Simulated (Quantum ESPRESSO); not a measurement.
# MoSi2N4, 1 layer, stepped through biaxial strain, part 6 of 7

Wanted: a table for MoSi2N4, 1 layer against biaxial strain, and what can be fitted to it.

Quantum ESPRESSO 7.5; plane-wave DFT, PBE, GBRV ultrasoft pseudopotentials.

So far. Step 6 (Band structure, -4 %): Along this path the valence top lies at K and the conduction bottom between K and Γ. The valence levels at K and Γ lie only 0.02 eV apart, so strain, functional or spin-orbit coupling can change their order. Step 7 (Relaxation with pw.x, -3 %): The relaxation lowers the energy by 6 meV an atom.

## (9) Relaxation with pw.x, 3 %

File m7.relax.in:

```
&control
  prefix = 'm7.relax'
  outdir = './out'
  pseudo_dir = './pseudo'
  nstep = 40
  forc_conv_thr = 0.0003
  calculation = 'relax'
  tstress = .true.
/
&system
  ibrav = 0
  nat = 7
  ntyp = 3
  ecutwfc = 50
  ecutrho = 250
  occupations = 'smearing'
  smearing = 'fd'
  degauss = 0.002
/
&electrons
  conv_thr = 1e-09
  mixing_beta = 0.4
  electron_maxstep = 120
  mixing_mode = 'plain'
/
&ions
/
ATOMIC_SPECIES
  N   14.0070  n_pbe_v1.2.uspp.F.UPF
  Si  28.0850  si_pbe_v1.uspp.F.UPF
  Mo  95.9500  mo_pbe_v1.uspp.F.UPF
CELL_PARAMETERS angstrom
  2.98812750289000 0.00000000000000 0.00000000000000
  -1.49406375196000 2.58779432731000 0.00000000000000
  0.00000000000000 0.00000000000000 21.86179061700000
ATOMIC_POSITIONS crystal
  N   0.000000000000 0.000000000000 0.338240171700
  Si  0.333333333300 0.666666666700 0.362098330200
  N   0.333333333300 0.666666666700 0.442564932500
  Mo  0.000000000000 0.000000000000 0.500000000000
  N   0.333333333300 0.666666666700 0.557435067500
  Si  0.333333333300 0.666666666700 0.637901669800
  N   0.000000000000 0.000000000000 0.661759828300
K_POINTS automatic
  12 12 1 0 0 0
```

On the command line:

```sh
OMP_NUM_THREADS=1 mpirun -n 4 pw.x -nk 4 -in m7.relax.in > m7.relax.out
```

Output:

```text
[banner, memory and clock lines left out]
Program PWSCF v.7.5 starts
[...]
Message from routine setup:
[...]
number of electrons       =        42.00
     number of Kohn-Sham states=           25
     kinetic-energy cutoff     =      50.0000  Ry
     charge density cutoff     =     250.0000  Ry
[...]
number of k points=    19  Fermi-Dirac smearing, width (Ry)=  0.0020
[...]
Dense  grid:    76173 G-vectors     FFT dimensions: (  30,  30, 216)
[...]
negative rho (up, down):  1.567E-03 0.000E+00
     Starting wfcs are   37 randomized atomic wfcs
[...]
negative rho (up, down):  1.553E-03 0.000E+00
[...]
estimated scf accuracy    <       2.02379208 Ry
[...]
negative rho (up, down):  1.689E-03 0.000E+00
[...]
estimated scf accuracy    <       1.03261489 Ry
[...]
negative rho (up, down):  1.728E-03 0.000E+00
[...]
estimated scf accuracy    <       0.27880797 Ry
[...]
negative rho (up, down):  1.865E-03 0.000E+00
[...]
estimated scf accuracy    <       0.02160530 Ry
[...]
negative rho (up, down):  1.901E-03 0.000E+00
[...]
estimated scf accuracy    <       0.02525946 Ry
[...]
negative rho (up, down):  1.927E-03 0.000E+00
[...]
estimated scf accuracy    <       0.00115943 Ry
[...]
negative rho (up, down):  1.931E-03 0.000E+00
[...]
estimated scf accuracy    <       0.00038389 Ry
[...]
negative rho (up, down):  1.934E-03 0.000E+00
[...]
estimated scf accuracy    <       0.00001405 Ry
[...]
negative rho (up, down):  1.936E-03 0.000E+00
[...]
estimated scf accuracy    <       0.00000295 Ry
[...]
negative rho (up, down):  1.937E-03 0.000E+00
[...]
estimated scf accuracy    <       0.00000039 Ry
[...]
negative rho (up, down):  1.938E-03 0.000E+00
[...]
estimated scf accuracy    <       0.00000003 Ry
[...]
negative rho (up, down):  1.938E-03 0.000E+00
[...]
estimated scf accuracy    <       0.00000002 Ry
[...]
negative rho (up, down):  1.939E-03 0.000E+00
[...]
the Fermi energy is     2.4310 ev
!    total energy              =    -239.54589229 Ry
     estimated scf accuracy    <          4.7E-10 Ry
     smearing contrib. (-TS)   =      -0.00000000 Ry
     internal energy E=F+TS    =    -239.54589229 Ry
[...]
one-electron contribution =   -2291.38217426 Ry
     hartree contribution      =    1154.92518514 Ry
     xc contribution           =     -49.73612426 Ry
     ewald contribution        =     946.64722110 Ry
     convergence has been achieved in  13 iterations
     negative rho (up, down):  1.939E-03 0.000E+00
[...]
Total force =     0.048133     Total SCF correction =     0.000056
[...]
negative rho (up, down):  1.939E-03 0.000E+00
[...]
negative rho (up, down):  1.942E-03 0.000E+00
[...]
negative rho (up, down):  1.937E-03 0.000E+00
[...]
estimated scf accuracy    <       0.00218672 Ry
[...]
negative rho (up, down):  1.927E-03 0.000E+00
[...]
estimated scf accuracy    <       0.00283311 Ry
[...]
negative rho (up, down):  1.924E-03 0.000E+00
[...]
estimated scf accuracy    <       0.00003369 Ry
[...]
negative rho (up, down):  1.922E-03 0.000E+00
[...]
estimated scf accuracy    <       0.00001365 Ry
[...]
negative rho (up, down):  1.922E-03 0.000E+00
[...]
estimated scf accuracy    <       0.00000179 Ry
[...]
negative rho (up, down):  1.921E-03 0.000E+00
[...]
estimated scf accuracy    <       0.00000090 Ry
[...]
negative rho (up, down):  1.921E-03 0.000E+00
[...]
estimated scf accuracy    <       0.00000008 Ry
[...]
negative rho (up, down):  1.921E-03 0.000E+00
[...]
estimated scf accuracy    <       0.00000002 Ry
[...]
negative rho (up, down):  1.921E-03 0.000E+00
[...]
estimated scf accuracy    <          4.4E-09 Ry
[...]
negative rho (up, down):  1.921E-03 0.000E+00
[...]
the Fermi energy is     2.6853 ev
!    total energy              =    -239.54690188 Ry
     estimated scf accuracy    <          1.4E-10 Ry
     smearing contrib. (-TS)   =      -0.00000000 Ry
     internal energy E=F+TS    =    -239.54690188 Ry
[...]
one-electron contribution =   -2295.00227993 Ry
     hartree contribution      =    1156.94361506 Ry
     xc contribution           =     -49.74420183 Ry
     ewald contribution        =     948.25596482 Ry
     convergence has been achieved in  10 iterations
     negative rho (up, down):  1.921E-03 0.000E+00
[...]
Total force =     0.017270     Total SCF correction =     0.000026
[...]
negative rho (up, down):  1.921E-03 0.000E+00
[...]
negative rho (up, down):  1.932E-03 0.000E+00
[...]
negative rho (up, down):  1.926E-03 0.000E+00
[...]
estimated scf accuracy    <       0.00004897 Ry
[...]
negative rho (up, down):  1.924E-03 0.000E+00
[...]
estimated scf accuracy    <       0.00005647 Ry
[...]
negative rho (up, down):  1.921E-03 0.000E+00
[...]
estimated scf accuracy    <       0.00000231 Ry
[...]
negative rho (up, down):  1.920E-03 0.000E+00
[...]
estimated scf accuracy    <       0.00000113 Ry
[...]
negative rho (up, down):  1.919E-03 0.000E+00
[...]
estimated scf accuracy    <       0.00000017 Ry
[...]
negative rho (up, down):  1.918E-03 0.000E+00
[...]
estimated scf accuracy    <       0.00000008 Ry
[...]
negative rho (up, down):  1.918E-03 0.000E+00
[...]
estimated scf accuracy    <          2.6E-09 Ry
[...]
negative rho (up, down):  1.918E-03 0.000E+00
[...]
estimated scf accuracy    <          7.6E-09 Ry
[...]
negative rho (up, down):  1.918E-03 0.000E+00
[...]
estimated scf accuracy    <          2.1E-10 Ry
[...]
negative rho (up, down):  1.918E-03 0.000E+00
[...]
estimated scf accuracy    <          1.7E-10 Ry
[...]
negative rho (up, down):  1.918E-03 0.000E+00
[...]
the Fermi energy is     2.6698 ev
!    total energy              =    -239.54711209 Ry
     estimated scf accuracy    <          5.7E-12 Ry
     smearing contrib. (-TS)   =      -0.00000000 Ry
     internal energy E=F+TS    =    -239.54711209 Ry
[...]
one-electron contribution =   -2297.17524958 Ry
     hartree contribution      =    1158.01938845 Ry
     xc contribution           =     -49.74991863 Ry
     ewald contribution        =     949.35866768 Ry
     convergence has been achieved in  11 iterations
     negative rho (up, down):  1.918E-03 0.000E+00
[...]
Total force =     0.012433     Total SCF correction =     0.000001
[...]
negative rho (up, down):  1.918E-03 0.000E+00
[...]
estimated scf accuracy    <          1.3E-09 Ry
[...]
negative rho (up, down):  1.908E-03 0.000E+00
[...]
estimated scf accuracy    <          6.1E-11 Ry
[...]
negative rho (up, down):  1.908E-03 0.000E+00
[...]
estimated scf accuracy    <          5.8E-11 Ry
[...]
negative rho (up, down):  1.908E-03 0.000E+00
[...]
the Fermi energy is     2.6797 ev
!    total energy              =    -239.54747875 Ry
     estimated scf accuracy    <          2.3E-12 Ry
     smearing contrib. (-TS)   =      -0.00000000 Ry
     internal energy E=F+TS    =    -239.54747875 Ry
[...]
one-electron contribution =   -2303.86503537 Ry
     hartree contribution      =    1161.36768534 Ry
     xc contribution           =     -49.76607481 Ry
     ewald contribution        =     952.71594610 Ry
     convergence has been achieved in  11 iterations
     negative rho (up, down):  1.908E-03 0.000E+00
[...]
Total force =     0.008037     Total SCF correction =     0.000005
[...]
negative rho (up, down):  1.908E-03 0.000E+00
[...]
negative rho (up, down):  1.936E-03 0.000E+00
[...]
negative rho (up, down):  1.920E-03 0.000E+00
[...]
estimated scf accuracy    <       0.00011647 Ry
[...]
negative rho (up, down):  1.911E-03 0.000E+00
[...]
estimated scf accuracy    <       0.00002580 Ry
[...]
negative rho (up, down):  1.905E-03 0.000E+00
[...]
estimated scf accuracy    <       0.00001290 Ry
[...]
negative rho (up, down):  1.902E-03 0.000E+00
[...]
estimated scf accuracy    <       0.00000175 Ry
[...]
negative rho (up, down):  1.900E-03 0.000E+00
[...]
estimated scf accuracy    <       0.00000016 Ry
[...]
negative rho (up, down):  1.900E-03 0.000E+00
[...]
estimated scf accuracy    <       0.00000003 Ry
[...]
negative rho (up, down):  1.899E-03 0.000E+00
[...]
estimated scf accuracy    <          2.0E-09 Ry
[...]
negative rho (up, down):  1.899E-03 0.000E+00
[...]
estimated scf accuracy    <          3.0E-10 Ry
[...]
negative rho (up, down):  1.899E-03 0.000E+00
[...]
estimated scf accuracy    <          3.5E-10 Ry
[...]
negative rho (up, down):  1.899E-03 0.000E+00
[...]
the Fermi energy is     2.6967 ev
!    total energy              =    -239.54768589 Ry
     estimated scf accuracy    <          1.8E-11 Ry
     smearing contrib. (-TS)   =      -0.00000000 Ry
     internal energy E=F+TS    =    -239.54768589 Ry
[...]
one-electron contribution =   -2310.38102536 Ry
     hartree contribution      =    1164.63011596 Ry
     xc contribution           =     -49.78118034 Ry
     ewald contribution        =     955.98440385 Ry
     convergence has been achieved in  10 iterations
     negative rho (up, down):  1.899E-03 0.000E+00
[...]
Total force =     0.005351     Total SCF correction =     0.000012
[...]
negative rho (up, down):  1.899E-03 0.000E+00
[...]
negative rho (up, down):  1.928E-03 0.000E+00
[...]
negative rho (up, down):  1.911E-03 0.000E+00
[...]
estimated scf accuracy    <       0.00011947 Ry
[...]
negative rho (up, down):  1.902E-03 0.000E+00
[...]
estimated scf accuracy    <       0.00002540 Ry
[...]
negative rho (up, down):  1.896E-03 0.000E+00
[...]
estimated scf accuracy    <       0.00001258 Ry
[...]
negative rho (up, down):  1.892E-03 0.000E+00
[...]
estimated scf accuracy    <       0.00000169 Ry
[...]
negative rho (up, down):  1.891E-03 0.000E+00
[...]
estimated scf accuracy    <       0.00000014 Ry
[...]
negative rho (up, down):  1.891E-03 0.000E+00
[...]
estimated scf accuracy    <       0.00000002 Ry
[...]
negative rho (up, down):  1.890E-03 0.000E+00
[...]
estimated scf accuracy    <          1.6E-09 Ry
[...]
negative rho (up, down):  1.890E-03 0.000E+00
[...]
estimated scf accuracy    <          5.5E-10 Ry
[...]
negative rho (up, down):  1.890E-03 0.000E+00
[...]
estimated scf accuracy    <          2.1E-10 Ry
[...]
negative rho (up, down):  1.890E-03 0.000E+00
[...]
the Fermi energy is     2.7183 ev
!    total energy              =    -239.54777167 Ry
     estimated scf accuracy    <          1.3E-11 Ry
     smearing contrib. (-TS)   =      -0.00000000 Ry
     internal energy E=F+TS    =    -239.54777167 Ry
[...]
one-electron contribution =   -2317.59228338 Ry
     hartree contribution      =    1168.23914430 Ry
     xc contribution           =     -49.79744226 Ry
     ewald contribution        =     959.60280967 Ry
     convergence has been achieved in  10 iterations
     negative rho (up, down):  1.890E-03 0.000E+00
[...]
Total force =     0.002809     Total SCF correction =     0.000008
[...]
negative rho (up, down):  1.890E-03 0.000E+00
[...]
negative rho (up, down):  1.891E-03 0.000E+00
[...]
negative rho (up, down):  1.890E-03 0.000E+00
[...]
estimated scf accuracy    <       0.00000103 Ry
[...]
negative rho (up, down):  1.890E-03 0.000E+00
[...]
estimated scf accuracy    <       0.00000066 Ry
[...]
negative rho (up, down):  1.890E-03 0.000E+00
[...]
estimated scf accuracy    <       0.00000006 Ry
[...]
negative rho (up, down):  1.890E-03 0.000E+00
[...]
estimated scf accuracy    <          7.9E-09 Ry
[...]
negative rho (up, down):  1.890E-03 0.000E+00
[...]
estimated scf accuracy    <          9.5E-10 Ry
[...]
negative rho (up, down):  1.890E-03 0.000E+00
[...]
estimated scf accuracy    <          1.5E-09 Ry
[...]
negative rho (up, down):  1.890E-03 0.000E+00
[...]
estimated scf accuracy    <          1.4E-10 Ry
[...]
negative rho (up, down):  1.890E-03 0.000E+00
[...]
the Fermi energy is     2.7203 ev
!    total energy              =    -239.54777556 Ry
     estimated scf accuracy    <          3.1E-12 Ry
     smearing contrib. (-TS)   =      -0.00000000 Ry
     internal energy E=F+TS    =    -239.54777556 Ry
[...]
one-electron contribution =   -2317.88771582 Ry
     hartree contribution      =    1168.38572463 Ry
     xc contribution           =     -49.79783726 Ry
     ewald contribution        =     959.75205289 Ry
     convergence has been achieved in   8 iterations
     negative rho (up, down):  1.890E-03 0.000E+00
[...]
Total force =     0.001414     Total SCF correction =     0.000006
[...]
negative rho (up, down):  1.890E-03 0.000E+00
[...]
negative rho (up, down):  1.890E-03 0.000E+00
[...]
negative rho (up, down):  1.890E-03 0.000E+00
[...]
estimated scf accuracy    <       0.00000122 Ry
[...]
negative rho (up, down):  1.889E-03 0.000E+00
[...]
estimated scf accuracy    <       0.00000062 Ry
[...]
negative rho (up, down):  1.890E-03 0.000E+00
[...]
estimated scf accuracy    <       0.00000007 Ry
[...]
negative rho (up, down):  1.890E-03 0.000E+00
[...]
estimated scf accuracy    <          5.6E-09 Ry
[...]
negative rho (up, down):  1.890E-03 0.000E+00
[...]
estimated scf accuracy    <          8.6E-10 Ry
[...]
negative rho (up, down):  1.890E-03 0.000E+00
[...]
estimated scf accuracy    <          8.7E-11 Ry
[...]
negative rho (up, down):  1.890E-03 0.000E+00
[...]
estimated scf accuracy    <          2.9E-11 Ry
[...]
negative rho (up, down):  1.890E-03 0.000E+00
[...]
the Fermi energy is     2.7210 ev
!    total energy              =    -239.54777692 Ry
     estimated scf accuracy    <          3.5E-12 Ry
     smearing contrib. (-TS)   =      -0.00000000 Ry
     internal energy E=F+TS    =    -239.54777692 Ry
[...]
one-electron contribution =   -2317.88336195 Ry
     hartree contribution      =    1168.38169791 Ry
     xc contribution           =     -49.79753345 Ry
     ewald contribution        =     959.75142057 Ry
     convergence has been achieved in   8 iterations
     negative rho (up, down):  1.890E-03 0.000E+00
[...]
Total force =     0.000032     Total SCF correction =     0.000002
[...]
negative rho (up, down):  1.890E-03 0.000E+00
[...]
```

It took 1.7 min on 4 MPI ranks of AMD EPYC 9R14 (Zen 4), shared host; peak memory 0.71 GiB.

The steps of the relaxation:

```tsv
step	energy less that of the first step (eV)	largest force (eV/Å)
1	0.0000	0.5678
2	-0.0137	0.2226
3	-0.0166	0.1670
4	-0.0188	0.1367
5	-0.0216	0.0940
6	-0.0244	0.0790
7	-0.0256	0.0488
8	-0.0256	0.0239
9	-0.0256	0.0004
```

The atoms that moved most (Å):

```tsv
atom	dx	dy	dz	length
N1	0.000	0.000	0.047	0.047
N7	0.000	0.000	-0.047	0.047
N5	0.000	0.000	-0.022	0.022
N3	0.000	0.000	0.022	0.022
Si6	0.000	0.000	-0.016	0.016
Si2	0.000	0.000	0.016	0.016
```

The relaxation lowers the energy by 4 meV an atom.

Read from the output:

| Quantity | Value |
| --- | --- |
| free energy | -3259.2135 eV |
| Fermi energy | 2.721 eV |

## (10) Ground state, 3 %

File m7.scf.in:

```
&control
  prefix = 'm7.scf'
  outdir = './out'
  pseudo_dir = './pseudo'
  calculation = 'scf'
  tprnfor = .true.
/
&system
  ibrav = 0
  nat = 7
  ntyp = 3
  ecutwfc = 40
  ecutrho = 200
  occupations = 'smearing'
  smearing = 'fd'
  degauss = 0.002
  nbnd = 25
/
&electrons
  conv_thr = 1e-09
  mixing_beta = 0.4
  electron_maxstep = 120
  mixing_mode = 'plain'
/
ATOMIC_SPECIES
  N   14.0070  n_pbe_v1.2.uspp.F.UPF
  Si  28.0850  si_pbe_v1.uspp.F.UPF
  Mo  95.9500  mo_pbe_v1.uspp.F.UPF
CELL_PARAMETERS angstrom
  2.98812750289000 0.00000000000000 0.00000000000000
  -1.49406375196000 2.58779432731000 0.00000000000000
  0.00000000000000 0.00000000000000 21.86179061700000
ATOMIC_POSITIONS crystal
  N   0.000000000000 0.000000000000 0.340387120300
  Si  0.333333333300 0.666666666700 0.362842498000
  N   0.333333333300 0.666666666700 0.443552338100
  Mo  0.000000000000 0.000000000000 0.500000000000
  N   0.333333333300 0.666666666700 0.556447661900
  Si  0.333333333300 0.666666666700 0.637157502000
  N   0.000000000000 0.000000000000 0.659612879700
K_POINTS automatic
  12 12 1 0 0 0
```

On the command line:

```sh
OMP_NUM_THREADS=1 mpirun -n 4 pw.x -nk 4 -in m7.scf.in > m7.scf.out
```

Output:

```text
[banner, memory and clock lines left out]
Program PWSCF v.7.5 starts
[...]
Message from routine setup:
[...]
number of electrons       =        42.00
     number of Kohn-Sham states=           25
     kinetic-energy cutoff     =      40.0000  Ry
     charge density cutoff     =     200.0000  Ry
[...]
number of k points=    19  Fermi-Dirac smearing, width (Ry)=  0.0020
[...]
Dense  grid:    54455 G-vectors     FFT dimensions: (  25,  25, 192)
[...]
negative rho (up, down):  1.656E-03 0.000E+00
     Starting wfcs are   37 randomized atomic wfcs
[...]
negative rho (up, down):  1.791E-03 0.000E+00
[...]
estimated scf accuracy    <       2.03441148 Ry
[...]
negative rho (up, down):  1.794E-03 0.000E+00
[...]
estimated scf accuracy    <       0.79764641 Ry
[...]
negative rho (up, down):  1.875E-03 0.000E+00
[...]
estimated scf accuracy    <       0.23019536 Ry
[...]
negative rho (up, down):  2.074E-03 0.000E+00
[...]
estimated scf accuracy    <       0.01688776 Ry
[...]
negative rho (up, down):  2.123E-03 0.000E+00
[...]
estimated scf accuracy    <       0.01239313 Ry
[...]
negative rho (up, down):  2.130E-03 0.000E+00
[...]
estimated scf accuracy    <       0.00079734 Ry
[...]
negative rho (up, down):  2.133E-03 0.000E+00
[...]
estimated scf accuracy    <       0.00002586 Ry
[...]
negative rho (up, down):  2.135E-03 0.000E+00
[...]
estimated scf accuracy    <       0.00002874 Ry
[...]
negative rho (up, down):  2.136E-03 0.000E+00
[...]
estimated scf accuracy    <       0.00001584 Ry
[...]
negative rho (up, down):  2.137E-03 0.000E+00
[...]
estimated scf accuracy    <       0.00000173 Ry
[...]
negative rho (up, down):  2.137E-03 0.000E+00
[...]
estimated scf accuracy    <       0.00000034 Ry
[...]
negative rho (up, down):  2.137E-03 0.000E+00
[...]
estimated scf accuracy    <       0.00000003 Ry
[...]
negative rho (up, down):  2.138E-03 0.000E+00
[...]
estimated scf accuracy    <          8.9E-09 Ry
[...]
negative rho (up, down):  2.138E-03 0.000E+00
[...]
the Fermi energy is     2.7215 ev
!    total energy              =    -239.54619336 Ry
     estimated scf accuracy    <          6.1E-11 Ry
     smearing contrib. (-TS)   =      -0.00000000 Ry
     internal energy E=F+TS    =    -239.54619336 Ry
[...]
one-electron contribution =   -2317.88115463 Ry
     hartree contribution      =    1168.38105958 Ry
     xc contribution           =     -49.79751899 Ry
     ewald contribution        =     959.75142067 Ry
     convergence has been achieved in  14 iterations
     negative rho (up, down):  2.138E-03 0.000E+00
[...]
Total force =     0.000167     Total SCF correction =     0.000014
[...]
```

Run time: 14 s. Hardware: 4 MPI ranks; peak memory 0.56 GiB.

Read from the output:

| Quantity | Value |
| --- | --- |
| free energy | -3259.1920 eV |
| valence top, on the run's zero | 2.148 eV |
| conduction bottom, on the run's zero | 3.579 eV |
| gap by band count | 1.430 eV |

(Continued in part 7 of 7.)

[Logs are printed without paths, hosts, clocks, repeated set-up lines and the standing remarks that a program may print on its own settings, such as how far it seeks lower states.]

[Hosts, paths, dates, database ids (printed as entryN), source tags and the programs' standing remarks are cut or masked in the printed files.]

[Maps of the electrostatic potential energy from Ansatz leave out the sawtooth potential of an applied field or a dipole correction, so their vacuum need not be flat; planar profiles and work functions include it.]
